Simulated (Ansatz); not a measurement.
# Electron scattering at the Σ5 (210) boundary in bcc Nb, starting shift (0.5, 0.5), part 3 of 3

Wanted: what the Σ5 (210) boundary in bcc Nb, starting shift (0.5, 0.5) costs an interconnect.

Ansatz 0.2.0; Ansatz plane-wave DFT, PBE, PAW files; relaxation of a bicrystal slab with its lowest layers held; PAW set soft_1 (the session's first sound run).

So far. Step 3 (Transmission across the boundary): Over the solved energies the transmission per spin lies between 2.51 and 2.82, out of 5.95 channels of the lead on average (up to 6.57). Step 4 (Specific resistance): Averaged over the energies near the Fermi level, 44.7 % of the channels pass, which makes 0.656 fΩ m².

## (5) Single-crystal slab for reference

The free faces cost energy too. A single-crystal slab with the same faces and held layers is relaxed, so that they cancel.

This step: Ansatz plane-wave DFT, PBE, PAW files; relaxation of a single-crystal slab with its lowest layers held; PAW set soft_1 (Ansatz 0.2.0).

System of this step: Nb slab, plane (2, 1, 0). The cell holds 26 atoms: 26 Nb. Cell: a = 7.393 Å, b = 3.306 Å, c = 29.483 Å, α = 90.0°, β = 90.0°, γ = 90.0°. It derives from Nb. Vacuum lies along c.

input.yaml reads:

```yaml
crystal:
  lattice:
    - [7.393111554, 0.0, 0.0]
    - [0.0, 3.3063, 0.0]
    - [0.0, 0.0, 29.482778885]
  atoms:
    - { symbol: Nb, position: [0.5, 0.5, 0.1695905267] }
    - { symbol: Nb, position: [0.8, 0.0, 0.1946665604] }
    - { symbol: Nb, position: [0.1, 0.5, 0.219742594] }
    - { symbol: Nb, position: [0.4, 0.0, 0.2448186277] }
    - { symbol: Nb, position: [0.7, 0.5, 0.2698946613] }
    - { symbol: Nb, position: [0.0, 0.0, 0.294970695] }
    - { symbol: Nb, position: [0.3, 0.5, 0.3200467286] }
    - { symbol: Nb, position: [0.6, 0.0, 0.3451227623] }
    - { symbol: Nb, position: [0.9, 0.5, 0.3701987959] }
    - { symbol: Nb, position: [0.2, 0.0, 0.3952748296] }
    - { symbol: Nb, position: [0.5, 0.5, 0.4203508632] }
    - { symbol: Nb, position: [0.8, 0.0, 0.4454268969] }
    - { symbol: Nb, position: [0.1, 0.5, 0.4705029305] }
    - { symbol: Nb, position: [0.4, 0.0, 0.4955789642] }
    - { symbol: Nb, position: [0.7, 0.5, 0.5206549978] }
    - { symbol: Nb, position: [0.0, 0.0, 0.5457310315] }
    - { symbol: Nb, position: [0.3, 0.5, 0.5708070651] }
    - { symbol: Nb, position: [0.6, 0.0, 0.5958830988] }
    - { symbol: Nb, position: [0.9, 0.5, 0.6209591324] }
    - { symbol: Nb, position: [0.2, 0.0, 0.6460351661] }
    - { symbol: Nb, position: [0.5, 0.5, 0.6711111997] }
    - { symbol: Nb, position: [0.8, 0.0, 0.6961872333] }
    - { symbol: Nb, position: [0.1, 0.5, 0.721263267] }
    - { symbol: Nb, position: [0.4, 0.0, 0.7463393006] }
    - { symbol: Nb, position: [0.7, 0.5, 0.7714153343] }
    - { symbol: Nb, position: [0.0, 0.0, 0.7964913679] }
kpoints:
  mp_grid: { grid: [3, 7, 1] }
hamiltonian:
  xc: pbe
  pseudopotentials: { kind: paw, azcp: { folder: soft_1 } }
scf:
  occupations: { method: fermi_dirac, width: 0.1 }
relax:
  f_tol: 0.03
  max_steps: 80
  constraints: [{ sites: [0, 1, 2, 3, 4] }]
```

Started as:

```
$ ansatz run input.yaml --threads 4 --pin off --max-ram 15360MiB --backend cpu --events-out ev --progress --plain --runs-dir out
```

Numbers of over 12 decimals in the logs are rounded to 6 here.

What it wrote:

```text
Warning: crystal.symmetry: narrowed to the stabiliser of the relax constraints — unitary ops 4 → 2; lowered at sites 0, 1, 2, 3, 4, 21, 22, 23, 24, 25 (the operations that carried what is held of a site onto what its image site leaves free; the constrained walk keeps no symmetry that its constraints do not admit)
[...]
Crystal: 26 atoms, lattice volume = 720.672 Å³
Basis set: ecut = 420 eV, 14213 PW (Γ), exchange–correlation on 100×48×400 points (8 copies of the dense FFT grid, shifted against one another)
Bands: 203, of which v1, the nominal top of the filled ones, is band 169 counted from 1 (168 counted from 0)
Symmetry: 2 space group operations
k-points: 8 of 21 (time reversal used)
[...]
SCF iter   1: F=—  HF=-118376.763909 eV  |F-HF|=—  |Δ(HF+E_count)|=         —  Δρ=7.46e-2  dr2=6.71e2  ethr=3.10e-3  ⟨swp⟩=8.8  Hψ=7579  notcnv=0
[...]
SCF iter  10: F=-118353.338567 eV  HF=-118353.338566 eV  |F-HF|=5.51e-7  |Δ(HF+E_count)|=   5.07e-6  Δρ=1.23e-5  dr2=1.52e-6  ethr=6.66e-9  ⟨swp⟩=4.4  Hψ=4945  notcnv=0
SCF 1 converged in 10 iterations: F = -118353.338567 eV  dr2 = 1.52e-6
[...]
relax step   1: F+E_penalty+E_count = -118353.33856684 eV  Δ(F+E_penalty+E_count) = +0.000e0 eV  max|allowed force component| = 1.681e0 eV/Å  Δτ_max = 0.0000 Å  (10 SCF iters, dr2 threshold 2.25e-5 eV, accepted)
[...]
SCF iter   1: F=—  HF=-118353.731958 eV  |F-HF|=—  |Δ(HF+E_count)|=         —  Δρ=7.79e-3  dr2=3.61e0  ethr=8.64e-4  ⟨swp⟩=2.4  Hψ=5141  notcnv=0  defer=1
eigensolver tolerance schedule calibrated: the retry pair's looser diagonalisation under-reported the residual by θ = 0.19 (0.35/decade); ethr = c·dr2/N_el runs at the constant in force after the calibration composes with the one it found (an armed cap, an earlier calibration), c = 8.4e-3
[...]
SCF iter   2: F=—  HF=-118353.620050 eV  |F-HF|=—  |Δ(HF+E_count)|=   1.12e-1  Δρ=2.69e-3  dr2=1.45e-1  ethr=8.96e-5  ⟨swp⟩=4.9  Hψ=3737  notcnv=0
[...]
SCF iter   6: F=-118353.605970 eV  HF=-118353.605976 eV  |F-HF|=6.74e-6  |Δ(HF+E_count)|=   2.83e-5  Δρ=2.75e-5  dr2=1.46e-5  ethr=2.48e-9  ⟨swp⟩=2.0  Hψ=5760  notcnv=0
SCF 2 converged in 6 iterations: F = -118353.605970 eV  dr2 = 1.46e-5
[...]
relax step   2: F+E_penalty+E_count = -118353.60596965 eV  Δ(F+E_penalty+E_count) = -2.674e-1 eV  max|allowed force component| = 2.513e-1 eV/Å  Δτ_max = 0.1949 Å  (6 SCF iters, dr2 threshold 1.00e-4 eV, accepted)
[...]
SCF iter   7: F=-118353.617414 eV  HF=-118353.617414 eV  |F-HF|=1.03e-7  |Δ(HF+E_count)|=   9.16e-7  Δρ=5.08e-6  dr2=3.24e-7  ethr=1.90e-10  ⟨swp⟩=4.9  Hψ=4788  notcnv=0
SCF 3 converged in 7 iterations: F = -118353.617414 eV  dr2 = 3.24e-7
relax step   3: F+E_penalty+E_count = -118353.61741432 eV  Δ(F+E_penalty+E_count) = -1.144e-2 eV  max|allowed force component| = 1.679e-1 eV/Å  Δτ_max = 0.0713 Å  (7 SCF iters, dr2 threshold 3.95e-6 eV, accepted)
[...]
relax step   4: F+E_penalty+E_count = -118353.63126014 eV  Δ(F+E_penalty+E_count) = -1.385e-2 eV  max|allowed force component| = 7.565e-2 eV/Å  Δτ_max = 0.0572 Å  (7 SCF iters, dr2 threshold 1.76e-6 eV, accepted)
[...]
relax step   5: F+E_penalty+E_count = -118353.63038060 eV  Δ(F+E_penalty+E_count) = +8.795e-4 eV  max|allowed force component| = 1.599e-1 eV/Å  Δτ_max = 0.0401 Å  (6 SCF iters, dr2 threshold 1.16e-6 eV, rejected (line search))
SCF iter   1: F=—  HF=-118353.636535 eV  |F-HF|=—  |Δ(HF+E_count)|=         —  Δρ=1.24e-3  dr2=2.96e-2  ethr=1.01e-4  ⟨swp⟩=2.2  Hψ=2685  notcnv=0
[...]
SCF iter   7: F=-118353.632853 eV  HF=-118353.632853 eV  |F-HF|=1.33e-8  |Δ(HF+E_count)|=   1.31e-7  Δρ=1.61e-6  dr2=3.28e-8  ethr=2.96e-11  ⟨swp⟩=5.2  Hψ=6066  notcnv=0
SCF 6 converged in 7 iterations: F = -118353.632853 eV  dr2 = 3.28e-8
relax step   6: F+E_penalty+E_count = -118353.63285328 eV  Δ(F+E_penalty+E_count) = -1.593e-3 eV  max|allowed force component| = 7.629e-3 eV/Å  Δτ_max = 0.0180 Å  (7 SCF iters, accepted)
SCF converged after 7 iterations
Free energy (F): -118353.632853 eV
[...]
Internal energy: -118352.442473 eV  (E = F + TS)
E sigma→0 (E₀):  -118353.037663 eV
Entropy (-TS):   -1.190380 eV (-45.784 meV/atom)
Fermi energy:    10.359731 eV
[...]
--- Forces (eV/Å), atoms counted from 1 ---
  atom   1  Nb     0.55241876    -0.00000000     1.68632519
  atom   2  Nb    -0.54938517     0.00000000    -0.15222742
  atom   3  Nb    -0.14191396     0.00000000    -0.12834581
  atom   4  Nb     0.20977804     0.00000000    -0.89722727
  atom   5  Nb    -0.07149541     0.00000000    -0.50667837
  atom   6  Nb     0.00040014    -0.00000000     0.00164665
  atom   7  Nb    -0.00115799    -0.00000000    -0.00153751
  atom   8  Nb     0.00294162    -0.00000000     0.00100965
  atom   9  Nb    -0.00113885     0.00000000    -0.00163264
  atom  10  Nb     0.00029808     0.00000000     0.00198864
  atom  11  Nb    -0.00000539     0.00000000    -0.00298729
  atom  12  Nb     0.00039910    -0.00000000     0.00129649
  atom  13  Nb     0.00192743    -0.00000000    -0.00240055
  atom  14  Nb    -0.00538130     0.00000000    -0.00089801
  atom  15  Nb     0.00447994     0.00000000     0.00081575
  atom  16  Nb     0.00200848    -0.00000000    -0.00491755
  atom  17  Nb     0.00207914    -0.00000000    -0.00171386
  atom  18  Nb    -0.00466888    -0.00000000     0.00709428
  atom  19  Nb    -0.00120062     0.00000000     0.00211727
  atom  20  Nb     0.00461211     0.00000000    -0.00440534
  atom  21  Nb    -0.00085400     0.00000000    -0.00133219
  atom  22  Nb    -0.00379811    -0.00000000    -0.00072983
  atom  23  Nb    -0.00067721    -0.00000000     0.00493353
  atom  24  Nb     0.00524058     0.00000000    -0.00308204
  atom  25  Nb    -0.00762932    -0.00000000     0.00214519
  atom  26  Nb     0.00270595     0.00000000     0.00069649
  max |Σ_I F_I| component: 4.66e-5 eV/Å
--- Relaxed structure (6 steps of the walk, 5 accepted, 0 SCFs on fresh bases) ---
  F+E_penalty+E_count = -118353.63285328 eV   max|allowed force component| = 7.629e-3 eV/Å
  atoms:
    - { symbol: Nb, position: [0.5, 0.500000, 0.169591] }
    - { symbol: Nb, position: [0.8, 0.0, 0.194667] }
    - { symbol: Nb, position: [0.1, 0.500000, 0.219743] }
    - { symbol: Nb, position: [0.4, 0.0, 0.244819] }
    - { symbol: Nb, position: [0.700000, 0.500000, 0.269895] }
    - { symbol: Nb, position: [-0.00286625, 4.886211891650275e-19, 0.294477] }
    - { symbol: Nb, position: [0.295817, 0.500000, 0.319820] }
    - { symbol: Nb, position: [0.598778, -6.788989857066643e-19, 0.345809] }
    - { symbol: Nb, position: [0.900566, 0.500000, 0.370535] }
    - { symbol: Nb, position: [0.200349, -3.825270751795973e-19, 0.395661] }
    - { symbol: Nb, position: [0.499841, 0.500000, 0.420894] }
    - { symbol: Nb, position: [0.799558, -5.270912047324058e-19, 0.445959] }
    - { symbol: Nb, position: [0.099552, 0.500000, 0.471296] }
    - { symbol: Nb, position: [0.399591, -8.946585756014761e-19, 0.496483] }
    - { symbol: Nb, position: [0.699673, 0.500000, 0.521666] }
    - { symbol: Nb, position: [2.7404747879958367e-6, -1.2231308584478378e-18, 0.546967] }
    - { symbol: Nb, position: [0.299744, 0.500000, 0.572050] }
    - { symbol: Nb, position: [0.599238, -1.4088810657018396e-18, 0.597306] }
    - { symbol: Nb, position: [0.901139, 0.500000, 0.621434] }
    - { symbol: Nb, position: [0.203841, -1.8531128153961277e-18, 0.647907] }
    - { symbol: Nb, position: [0.502136, 0.500000, 0.673208] }
    - { symbol: Nb, position: [0.799190, -1.3263647926997048e-18, 0.697527] }
    - { symbol: Nb, position: [0.101646, 0.500000, 0.722965] }
    - { symbol: Nb, position: [0.410637, -2.1257641020142078e-18, 0.748487] }
    - { symbol: Nb, position: [0.704455, 0.500000, 0.771964] }
    - { symbol: Nb, position: [-0.00620759, 7.426850591783968e-18, 0.788990] }
```

Elapsed: 4.6 min, on 4 threads of Arm Neoverse V1, shared host; peak memory 2.9 GiB; 17 min of CPU time.

Step by step:

| step | energy less that of the first step (eV) | largest force component (eV/Å) |
| --- | --- | --- |
| 1 | 0.0000 | 1.6814 |
| 2 | -0.2674 | 0.2513 |
| 3 | -0.2788 | 0.1679 |
| 4 | -0.2927 | 0.0756 |
| 5 | -0.2918 | 0.1599 |
| 6 | -0.2943 | 0.0076 |

Relaxation step 5 was tried and not accepted.

The atoms that moved most (Å):

| atom | dx | dy | dz | length |
| --- | --- | --- | --- | --- |
| Nb26 | -0.046 | 0.000 | -0.221 | 0.226 |
| Nb24 | 0.079 | 0.000 | 0.063 | 0.101 |
| Nb21 | 0.016 | 0.000 | 0.062 | 0.064 |
| Nb20 | 0.028 | 0.000 | 0.055 | 0.062 |
| Nb23 | 0.012 | 0.000 | 0.050 | 0.052 |
| Nb18 | -0.006 | 0.000 | 0.042 | 0.042 |
| Nb22 | -0.006 | 0.000 | 0.039 | 0.040 |
| Nb17 | -0.002 | 0.000 | 0.037 | 0.037 |

The relaxed structure:

```xyz
26
Lattice="7.3931 0.0000 0.0000 0.0000 3.3063 0.0000 0.0000 0.0000 29.4828" Properties=species:S:1:pos:R:3
Nb    3.6966    1.6531    5.0000
Nb    5.9145    0.0000    5.7393
Nb    0.7393    1.6531    6.4786
Nb    2.9572    0.0000    7.2179
Nb    5.1752    1.6531    7.9572
Nb   -0.0212    0.0000    8.6820
Nb    2.1870    1.6531    9.4292
Nb    4.4268    0.0000   10.1954
Nb    6.6580    1.6531   10.9244
Nb    1.4812    0.0000   11.6652
Nb    3.6954    1.6531   12.4091
Nb    5.9112    0.0000   13.1481
Nb    0.7360    1.6531   13.8951
Nb    2.9542    0.0000   14.6377
Nb    5.1728    1.6531   15.3802
Nb    0.0000    0.0000   16.1261
Nb    2.2160    1.6531   16.8656
Nb    4.4302    0.0000   17.6102
Nb    6.6622    1.6531   18.3216
Nb    1.5070    0.0000   19.1021
Nb    3.7124    1.6531   19.8480
Nb    5.9085    0.0000   20.5650
Nb    0.7515    1.6531   21.3150
Nb    3.0359    0.0000   22.0675
Nb    5.2081    1.6531   22.7596
Nb   -0.0459    0.0000   23.2616
```

This step gave:

```yaml
free_energy: -118353.6329 eV
energy_at_zero_smearing: -118353.0377 eV
fermi_energy: 10.36 eV
```

The largest force component on a free atom ends at 0.0076 eV/Å, under the tolerance of 0.03, after 6 steps.

## (6) Bulk reference

The perfect crystal gives the energy per atom, for the atoms by which bicrystal and slab differ.

This step: Ansatz plane-wave DFT, PBE, PAW files; bulk reference; PAW set soft_1 (Ansatz 0.2.0).

System of this step: Nb. It takes space group Im-3m (No. 229, cubic). The conventional cell has a = 3.306 Å, b = 3.306 Å, c = 3.306 Å, α = 90.00°, β = 90.00°, γ = 90.00°. Nearest to Nb lie 8 Nb at 2.86 Å.

input.yaml, the sections that differ from step 5:

```yaml
crystal:
  lattice:
    - [-1.65315, 1.65315, 1.65315]
    - [1.65315, -1.65315, 1.65315]
    - [1.65315, 1.65315, -1.65315]
  atoms:
    - { symbol: Nb, position: [0.0, 0.0, 0.0] }
kpoints:
  mp_grid: { grid: [18, 18, 18] }
# hamiltonian, scf: as in step 5
# relax: removed
```

What it wrote:

```text
[...]
Crystal: 1 atoms, lattice volume = 18.072 Å³
Basis set: ecut = 420 eV, 369 PW (Γ)
Bands: 11, of which v1, the nominal top of the filled ones, is band 7 counted from 1 (6 counted from 0)
Symmetry: 48 space group operations
[...]
k-points: 195 of 5832
[...]
SCF iter   1: F=—  HF=-4552.789131 eV  |F-HF|=—  |Δ(HF+E_count)|=         —  Δρ=7.76e-2  dr2=1.22e0  ethr=3.10e-3  ⟨swp⟩=5.0  Hψ=11646  notcnv=0
[...]
SCF iter   6: F=-4552.340375 eV  HF=-4552.340375 eV  |F-HF|=2.91e-9  |Δ(HF+E_count)|=   8.13e-9  Δρ=1.02e-5  dr2=6.31e-9  ethr=7.69e-10  ⟨swp⟩=2.0  Hψ=4193  notcnv=0
SCF 1 converged in 6 iterations: F = -4552.340375 eV  dr2 = 6.31e-9
[...]
SCF converged after 6 iterations
Free energy (F): -4552.340375 eV
[...]
Internal energy: -4552.291524 eV  (E = F + TS)
E sigma→0 (E₀):  -4552.315950 eV
Entropy (-TS):   -0.048851 eV (-48.851 meV/atom)
Fermi energy:    17.737132 eV
[...]
```

Run time: 0.55 s. Hardware: 4 threads; peak memory 0.28 GiB; 1.7 s of CPU time.

This step gave:

```yaml
free_energy: -4552.3404 eV
energy_at_zero_smearing: -4552.3159 eV
fermi_energy: 17.74 eV
```

## (7) Boundary energy

This step: Ansatz plane-wave DFT, PBE, PAW files; bicrystal less single-crystal slab less bulk atoms, a boundary area; PAW set soft_1 (Ansatz 0.2.0).

Numbers from this step:

* excess energy of the cell: 2.519 eV
* boundary energy: 1.651 J/m²

The boundary costs 1.7 J/m².

By hand: 2.52 eV / 24.44 Å² × 16.02 = 1.65 J/m².

## (8) Summary of results

* specific resistance of the boundary: 0.656 fΩ m²
* share of channels that pass: 0.447
* boundary energy: 1.65 J/m²

The boundary has a specific resistance of 0.66 fΩ m² and an energy of 1.7 J/m². The boundary reflects 55 % of the channels; 0.66 fΩ m² is 6.6×10⁻¹² Ω·cm². In the relaxation the upper grain slid sideways by about 0.5 Å, so the result belongs to the position that it found, not to the starting one. One starting structure was relaxed; another shift or atom count at the boundary may lie lower.

[Logs are printed without paths, hosts, clocks, repeated set-up lines and the standing remarks that a program may print on its own settings, such as how far it seeks lower states.]

[Hosts, paths, dates, database ids (printed as entryN), source tags and the programs' standing remarks are cut or masked in the printed files.]
